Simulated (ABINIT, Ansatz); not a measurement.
# KNa3H4 (Pm-3m): one start, several treatments of the self-energy, part 2 of 2

Aim: compare treatments of exchange, screening and correlation for the gap of KNa3H4 (Pm-3m).

ABINIT 10.8.3; LDA and many-body steps on it, plane waves. Known limits of the many-body steps: not at the basis limit; coarse k mesh.

So far. Step 5 (G0W0, von der Linden-Horsch plasmon pole): Against G0W0 in ABINIT (2×2×2 mesh, 108 bands, screening to 114.3 eV, Godby-Needs plasmon pole), the gap moves by +0.233 eV. Step 6 (G0W0, Hybertsen-Louie plasmon pole): Against G0W0 in ABINIT (2×2×2 mesh, 108 bands, screening to 114.3 eV, Godby-Needs plasmon pole), the gap moves by +0.231 eV.

### Step 7. One-shot Hartree-Fock

This step: one-shot Hartree-Fock on LDA, plane waves, norm-conserving pseudopotentials.

Contents of run.abi:

```
acell 3*1.0 Angstrom
rprim 
  5.118641000000 0.000000000000 0.000000000000
  0.000000000000 5.118641000000 0.000000000000
  0.000000000000 0.000000000000 5.118641000000
ntypat 3
znucl 19 11 1
natom 8
typat 1 2 2 2 3 3 3 3
xred 
  0.500000000000 0.500000000000 0.500000000000
  -0.000000000000 -0.000000000000 0.500000000000
  -0.000000000000 0.500000000000 -0.000000000000
  0.500000000000 -0.000000000000 -0.000000000000
  -0.000000000000 -0.000000000000 -0.000000000000
  0.500000000000 0.500000000000 -0.000000000000
  0.500000000000 -0.000000000000 0.500000000000
  -0.000000000000 0.500000000000 0.500000000000
pp_dirpath "pseudos"
pseudos "K.upf, Na.upf, H.upf"
ecut 38
ngkpt 2 2 2
nshiftk 1
shiftk 0 0 0
kptopt 1
chksymbreak 0
istwfk *1
occopt 1
irdwfk 1
optdriver 4
nband 24
gwcalctyp 5
ecutsigx 38
symsigma 1
nkptgw 3
kptgw 
  0.5000000000 0.0000000000 0.0000000000
  0.5000000000 0.5000000000 0.5000000000
  0.0000000000 0.0000000000 0.0000000000
bdgw 
  19 22
  18 23
  18 23
ixc_sigma 40
fftgw 31
indata_prefix "in"
outdata_prefix "out"
tmpdata_prefix "tmp"
```

On the command line:

```console
> OMP_NUM_THREADS=1 mpirun -n 4 abinit run.abi > log
```

Numbers of over 12 decimals in the logs are rounded to 6 here.

Log:

```text
.Version 10.8.3 of ABINIT. v10.8.2 released Aug 2026.

 Symmetries : space group Pm -3 m (#221); Bravais cP (primitive cubic)
[... echo of the input left out ...]
== DATASET  1 ==================================================================
-   mpi_nproc: 4, omp_nthreads: 1 (-1 if OMP is not activated)

--- !DatasetInfo
iteration_state: {dtset: 1, }
dimensions: {natom: 8, nkpt: 4, mband: 24, nsppol: 1, nspinor: 1, nspden: 1, mpw: 10131, }
cutoff_energies: {ecut:  38.0, pawecutdg:  -1.0, }
[...]
Band     E0 <VxcDFT>   SigX SigC(E0)      Z dSigC/dE  Sig(E)    E-E0       E
[...]
22   4.019  -7.703  -3.435   0.000   1.000   0.000  -3.435   4.267   8.286
       23   4.019  -7.703  -3.435   0.000   1.000   0.000  -3.435   4.267   8.286

== END DATASET(S) ==============================================================
================================================================================

 -outvars: echo values of variables after computation  --------
           etotal      0.0000000000E+00
            nband          24
             nkpt           4
          spgroup         221
 [... the other variables as echoed above ...]

 Calculation completed.
```

It took 3.5 s on 4 MPI ranks of Arm Neoverse V2, shared host; peak memory 1 GiB.

Numbers from this step:

```yaml
quasiparticle_gap_on_the_points_computed: 9.959 eV
starting_gap_on_the_mesh: 2.594 eV
k_of_the_valence_top: 0.5, 0, 0
k_of_the_conduction_bottom: 0.5, 0.5, 0.5
least_direct_quasiparticle_gap_on_the_computed_points: 10.75 eV
```

Against G0W0 in ABINIT (2×2×2 mesh, 108 bands, screening to 114.3 eV, Godby-Needs plasmon pole), the gap moves by +5.216 eV.

### Step 8. Screening, 2×2×2 mesh, 108 bands, screening to 114.3 eV

This step: RPA screening on LDA, plane waves, norm-conserving pseudopotentials.

Edit run.abi of step 7 so:

```diff
@@ -29,18 +29,14 @@
 irdwfk 1
-optdriver 4
-nband 24
-gwcalctyp 5
-ecutsigx 38
-symsigma 1
-nkptgw 3
-kptgw 
-  0.5000000000 0.0000000000 0.0000000000
-  0.5000000000 0.5000000000 0.5000000000
-  0.0000000000 0.0000000000 0.0000000000
-bdgw 
-  19 22
-  18 23
-  18 23
-ixc_sigma 40
-fftgw 31
+optdriver 3
+nband 108
+ecuteps 4.2
+inclvkb 2
+awtr 1
+symchi 1
+gwcalctyp 2
+nfreqre 16
+freqremax 40 eV
+nfreqim 8
+spmeth 1
+nomegasf 120
 indata_prefix "in"
```

Log:

```text
.Version 10.8.3 of ABINIT. v10.8.2 released Aug 2026.

 Symmetries : space group Pm -3 m (#221); Bravais cP (primitive cubic)
[... echo of the input left out ...]
== DATASET  1 ==================================================================
-   mpi_nproc: 4, omp_nthreads: 1 (-1 if OMP is not activated)

--- !DatasetInfo
iteration_state: {dtset: 1, }
dimensions: {natom: 8, nkpt: 4, mband: 108, nsppol: 1, nspinor: 1, nspden: 1, mpw: 10131, }
cutoff_energies: {ecut:  38.0, pawecutdg:  -1.0, }
electrons: {nelect:   4.00000000E+01, charge:   0.00000000E+00, occopt:   1.00000000E+00, tsmear:   1.00000000E-02, }

 SCREENING: Calculation of the susceptibility and dielectric matrices

 Based on a program developped by R.W. Godby, V. Olevano, G. Onida, and L. Reining.
 Incorporated in ABINIT by V. Olevano, G.-M. Rignanese, and M. Torrent.
.Using double precision arithmetic ; gwpc =  8

[... cell and pseudopotentials left out ...]
--------------------------------------------------------------------------------

 ==== K-mesh for the wavefunctions ====
 Number of points in the irreducible wedge :     4
[... list of points left out ...]
 Together with 48 symmetry operations and time-reversal symmetry
 yields     8 points in the full Brillouin Zone.

 ==== Q-mesh for the screening function ====
 Number of points in the irreducible wedge :     4
[... list of points left out ...]
 Together with 48 symmetry operations and time-reversal symmetry
 yields     8 points in the full Brillouin Zone.

 setmesh: FFT mesh size selected  =    36x   36x   36
          total number of points  =        46656

 vcoul_init : cutoff-mode = AUXILIARY_FUNCTION
 q-points for optical limit:   1
     1)      0.000010    0.000020    0.000030

- screening: taking advantage of time-reversal symmetry
- Maximum band index for partially occupied states nbvw = 20
- Remaining bands to be divided among processors   nbcw = 88
- Number of bands treated by each node ~22

 Number of electrons calculated from density =   40.0000; Expected =   40.0000
 average of density, n =  0.044198
 r_s =    1.7546
 omega_plasma =   20.2794 [eV]

 calculating chi0 at frequencies [eV] :
  1    0.000000E+00    0.000000E+00
  2    2.666667E+00    0.000000E+00
  3    5.333333E+00    0.000000E+00
[...]
23    0.000000E+00    5.164812E+01
 24    0.000000E+00    7.272112E+01

--------------------------------------------------------------------------------
  q-point number  1        q = ( 0.000000, 0.000000, 0.000000) [r.l.u.]
--------------------------------------------------------------------------------
[... chi0 elements left out ...]
  [... further frequencies ...]

 No. of calculated frequencies >  15, stop printing
 For q-point:  0.000010 0.000020 0.000030
  dielectric constant =   3.3230
  dielectric constant without local fields =   3.7408

  Average fulfillment of the sum rule on Im[epsilon] for q-point    1 :     40.52  [%]
[... wings left out ...]
  q-point number  2        q = ( 0.500000, 0.000000, 0.000000) [r.l.u.]
--------------------------------------------------------------------------------
[... chi0 elements left out ...]
  [... further frequencies ...]

 No. of calculated frequencies >  15, stop printing
  Average fulfillment of the sum rule on Im[epsilon] for q-point    2 :     44.63  [%]

 [... 2 further q-points ...]
```

The job ended after 24 s (4 MPI ranks; peak memory 2.2 GiB; 95 s of CPU time).

Numbers from this step:

```
ε∞ with local fields, on this mesh, along the program's q direction : 3.323
the same without local fields                                       : 3.741
plasma frequency                                                    : 20.28 eV
plane waves in the screening matrix                                 : 365
```

### Step 9. G0W0, contour deformation

This step: G0W0 on LDA, plane waves, norm-conserving pseudopotentials.

Edit run.abi of step 8 so:

```diff
@@ -29,14 +29,18 @@
 irdwfk 1
-optdriver 3
+optdriver 4
 nband 108
+gwcalctyp 2
+ecutsigx 38
+symsigma 1
+nkptgw 3
+kptgw 
+  0.5000000000 0.0000000000 0.0000000000
+  0.5000000000 0.5000000000 0.5000000000
+  0.0000000000 0.0000000000 0.0000000000
+bdgw 
+  19 22
+  18 23
+  18 23
 ecuteps 4.2
-inclvkb 2
-awtr 1
-symchi 1
-gwcalctyp 2
-nfreqre 16
-freqremax 40 eV
-nfreqim 8
-spmeth 1
-nomegasf 120
+irdscr 1
 indata_prefix "in"
```

Log:

```text
.Version 10.8.3 of ABINIT. v10.8.2 released Aug 2026.

 Symmetries : space group Pm -3 m (#221); Bravais cP (primitive cubic)
[... echo of the input left out ...]
== DATASET  1 ==================================================================
-   mpi_nproc: 4, omp_nthreads: 1 (-1 if OMP is not activated)

--- !DatasetInfo
iteration_state: {dtset: 1, }
dimensions: {natom: 8, nkpt: 4, mband: 108, nsppol: 1, nspinor: 1, nspden: 1, mpw: 10131, }
cutoff_energies: {ecut:  38.0, pawecutdg:  -1.0, }
[...]
Band     E0 <VxcDFT>   SigX SigC(E0)      Z dSigC/dE  Sig(E)    E-E0       E
[...]
23   4.019  -7.703  -3.435  -2.931   0.766  -0.305  -6.679   1.024   5.043
       23   0.000   0.000   0.000   0.001   0.000   0.000   0.001   0.001   0.001

== END DATASET(S) ==============================================================
================================================================================

 -outvars: echo values of variables after computation  --------
           etotal      0.0000000000E+00
            nband         108
             nkpt           4
          spgroup         221
 [... the other variables as echoed above ...]

 Calculation completed.
```

Wall time 11 s (4 MPI ranks); peak memory 1.5 GiB.

Numbers from this step:

| Quantity | Value |
| --- | --- |
| G0W0 gap on the points computed | 4.64 eV |
| starting gap on the mesh | 2.594 eV |
| k of the valence top | 0.5, 0, 0 |
| k of the conduction bottom | 0.5, 0.5, 0.5 |
| least direct G0W0 gap on the computed points | 5.292 eV |

Against G0W0 in ABINIT (2×2×2 mesh, 108 bands, screening to 114.3 eV, Godby-Needs plasmon pole), the gap moves by −0.103 eV.

### Step 10. Side by side

Times are wall times on 4 MPI ranks of Arm Neoverse V2, shared host, good to a factor of about two. A run's time includes the screening step that it read.

| run | mesh | bands | screening cutoff (eV) | DFT gap (eV) | gap on the mesh (eV) | direct (eV) | ε∞ used | time |
| --- | --- | --- | --- | --- | --- | --- | --- | --- |
| G0W0, Godby-Needs plasmon pole | 2×2×2 | 108 | 114.3 | 2.594 | 4.743 | 5.369 | 3.28 | 30 s |
| G0W0, von der Linden-Horsch plasmon pole | 2×2×2 | 108 | 114.3 | 2.594 | 4.976 | 5.666 | 3.28 | 24 s |
| G0W0, Hybertsen-Louie plasmon pole | 2×2×2 | 108 | 114.3 | 2.594 | 4.974 | 5.602 | 3.28 | 30 s |
| one-shot Hartree-Fock | 2×2×2 | - | - | 2.594 | 9.959 | 10.755 | - | 3.5 s |
| G0W0, contour deformation | 2×2×2 | 108 | 114.3 | 2.594 | 4.640 | 5.292 | 3.32 | 34 s |

### Step 11. What came out

```
G0W0, Godby-Needs plasmon pole           : 4.743 eV
G0W0, von der Linden-Horsch plasmon pole : 4.976 eV
G0W0, Hybertsen-Louie plasmon pole       : 4.974 eV
one-shot Hartree-Fock                    : 9.959 eV
G0W0, contour deformation                : 4.640 eV
known limits                             : not at the basis limit; coarse k mesh
```

G0W0, von der Linden-Horsch plasmon pole: +0.233 eV against G0W0, Godby-Needs plasmon pole. G0W0, Hybertsen-Louie plasmon pole: +0.231 eV against G0W0, Godby-Needs plasmon pole. One-shot Hartree-Fock: +5.216 eV against G0W0, Godby-Needs plasmon pole. G0W0, contour deformation: −0.103 eV against G0W0, Godby-Needs plasmon pole. Bare exchange alone opens the gap to 9.96 eV; against G0W0, correlation takes back 5.22 eV. Bands and cutoff are finite, so the gap is not at the basis limit. The miss can reach some tenths of an eV and take either sign; the mesh is an error of its own. In the first G0W0 run levels were corrected at 3 k points alone, so a gap called «on the mesh» is the least over those, and an edge elsewhere would be missed. The 2×2×2 mesh is coarse for this cell, which bears on the long-range parts of exchange and screening.

[Paths, hosts, dates, memory and timing lines, banners, echoed tables and standing remarks are left out of the program output.]

[Logs are printed without paths, hosts, clocks, repeated set-up lines and the standing remarks that a program may print on its own settings, such as how far it seeks lower states.]

[Runs of the session that timed out or met a known fault of the program may be left out.]

[No measured gap is set beside runs whose start may be inverted or whose files or cutoffs have a known fault.]

[Hosts, paths, dates, database ids (printed as entryN), source tags and the programs' standing remarks are cut or masked in the printed files.]

[G0W0 gaps are taken among the corrected bands and points alone; a level outside them can change the order at an edge.]

[Where Ansatz stands beside ABINIT at settings called matched, ABINIT's density can come from a denser mesh and the files from another edition; pairs whose starting gaps differed by over 0.03 eV were left out, so agreement reads better than it is.]
